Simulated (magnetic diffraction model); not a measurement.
## La2Fe3Co below its ordering temperature

Space group R-3m (no. 166), a = 5.4650 Å, c = 12.8930 Å.

| site | atom | x | y | z |
| --- | --- | --- | --- | --- |
| 6c | La | 1/3 | 2/3 | 0.0386 |
| 3a | Co | 0 | 0 | 0 |
| 9d | Fe | 1/6 | 1/3 | 5/6 |

This is a made-up structure (elements placed in a structure type, unrelaxed), so the numbers test the method and describe no known phase.

Only Co and Fe are taken to order (form factors of Co2+ and Fe2+); orders and moment sizes are assumed, and not adapted to the symmetry. Radiation: neutrons of λ = 2.41 Å, 5° to 90°; isotropic B of 0.2 Å² (La), 0.2 Å² (Co) and 0.28 Å² (Fe). Simulated constant-wavelength pattern: nuclear and magnetic terms add, the magnetic one as |2.695 fm × Σ f S⊥ exp(2πi Q·r) exp(−B s²)|², summed over all Q at one angle with the factor 1/(sin²θ cos θ). For collinear order S is the moment m, which repeats by lattice and centring translations R with the sign exp(−2πi k·R). Free-ion form factors, Sears's scattering lengths of 1992, no absorption; a label names one of the reflections at its angle. The strongest nuclear line in the range is 100, and lines under 0.2 are left out.

Above the ordering temperature:

```
2θ (°)    index      I
 32.57  (0 0 3)   13.6
 36.83  (0 1 2)   10.2
 52.33  (1 1 0)    8.7
 53.78  (1 0 4)   49.8
 62.36  (0 2 1)  100.0
 63.01  (1 1 3)   83.5
 64.30  (0 1 5)   34.6
 65.70  (2 0 2)   60.6
 68.22  (0 0 6)   22.5
 78.35  (0 2 4)   10.8
 87.44  (2 0 5)   10.9
 88.71  (1 2 2)    5.3
```

Below it (cell unchanged):

| 2θ (°) | I |
| --- | --- |
| 18.17 | 7.5 |
| 26.14 | 14.4 |
| 32.57 | 13.6 |
| 36.83 | 10.2 |
| 40.92 | 7.7 |
| 41.80 | 3.4 |
| 44.90 | 5.1 |
| 46.52 | 0.2 |
| 52.33 | 8.7 |
| 53.78 | 49.8 |
| 55.86 | 2.6 |
| 56.56 | 1.8 |
| 57.94 | 0.5 |
| 59.42 | 4.8 |
| 62.36 | 100.0 |
| 63.01 | 83.5 |
| 64.30 | 34.6 |
| 65.70 | 60.6 |
| 68.22 | 22.5 |
| 68.49 | 1.5 |
| 70.34 | 0.3 |
| 71.38 | 2.9 |
| 72.59 | 1.6 |
| 78.35 | 10.8 |
| 80.08 | 0.5 |
| 80.67 | 1.6 |
| 81.84 | 0.6 |
| 83.12 | 0.7 |
| 85.45 | 0.7 |
| 87.44 | 10.9 |
| 88.71 | 5.3 |

**Question.** Check that the new lines index with k = (1/2 1/2 0), then choose among these models:
A. collinear moments along [100], 2.13 μB on Co and 1.92 μB on Fe; signs + at (0, 0, 0), − at (1/6, 1/3, 5/6), + at (1/3, 1/6, 1/6), + at (5/6, 1/6, 1/6)
B. collinear moments along [101], 2.13 μB on Co and 1.92 μB on Fe; signs + at (0, 0, 0), − at (1/6, 1/3, 5/6), + at (1/3, 1/6, 1/6), + at (5/6, 1/6, 1/6)
C. collinear moments along [100], 2.13 μB on Co and 1.92 μB on Fe; signs + at (0, 0, 0), − at (1/6, 1/3, 5/6), − at (1/3, 1/6, 1/6), + at (5/6, 1/6, 1/6)
D. collinear moments along [101], 2.13 μB on Co and 1.92 μB on Fe; signs + at (0, 0, 0), − at (1/6, 1/3, 5/6), − at (1/3, 1/6, 1/6), + at (5/6, 1/6, 1/6)

The new lines index as (1/2 -1/2 1) at 18.17°, (-1/2 1/2 2) at 26.14°, (-1/2 3/2 1) at 40.92° and (1/2 1/2 3) at 41.80°, that is as H ± k with k = (1/2 1/2 0), one of 3 inequivalent arms of its star (k and −k counted as one), which a powder can't tell apart. Half indices mean that the moments reverse under translations with k·R a half-integer, and the magnetic cell has twice the primitive volume.

Magnetic intensity, observed (below minus above) and for each model:

| 2θ (°) | index | observed | A | B | C | D |
| --- | --- | --- | --- | --- | --- | --- |
| 18.17 | (1/2 -1/2 1) | 7.5 | 11.5 | 7.5 | <0.2 | <0.2 |
| 25.48 | (1/2 1/2 0) | <0.2 | <0.2 | <0.2 | 8.1 | 10.3 |
| 26.14 | (-1/2 1/2 2) | 14.4 | 16.3 | 14.4 | 8.7 | 7.7 |
| 40.92 | (-1/2 3/2 1) | 7.7 | 4.0 | 7.7 | 7.4 | 14.5 |
| 41.80 | (1/2 1/2 3) | 3.4 | 6.7 | 3.4 | 12.6 | 6.5 |
| 44.90 | (3/2 -3/2 0) | 5.1 | 1.4 | 5.1 | 0.8 | 2.7 |
| 45.31 | (3/2 -1/2 2) | <0.2 | <0.2 | <0.2 | 3.1 | 2.9 |
| 46.52 | (1/2 -1/2 4) | 0.2 | 4.9 | 0.2 | 2.6 | <0.2 |

Model B matches.

The absence at (1/2 1/2 0) is telling: the sublattices cancel there.

The structure used: k = (1/2 1/2 0), collinear moments along [101], 2.13 μB on Co and 1.92 μB on Fe; signs + at (0, 0, 0), − at (1/6, 1/3, 5/6), + at (1/3, 1/6, 1/6), + at (5/6, 1/6, 1/6).

[Logs are printed without paths, hosts, clocks, repeated set-up lines and the standing remarks that a program may print on its own settings, such as how far it seeks lower states.]
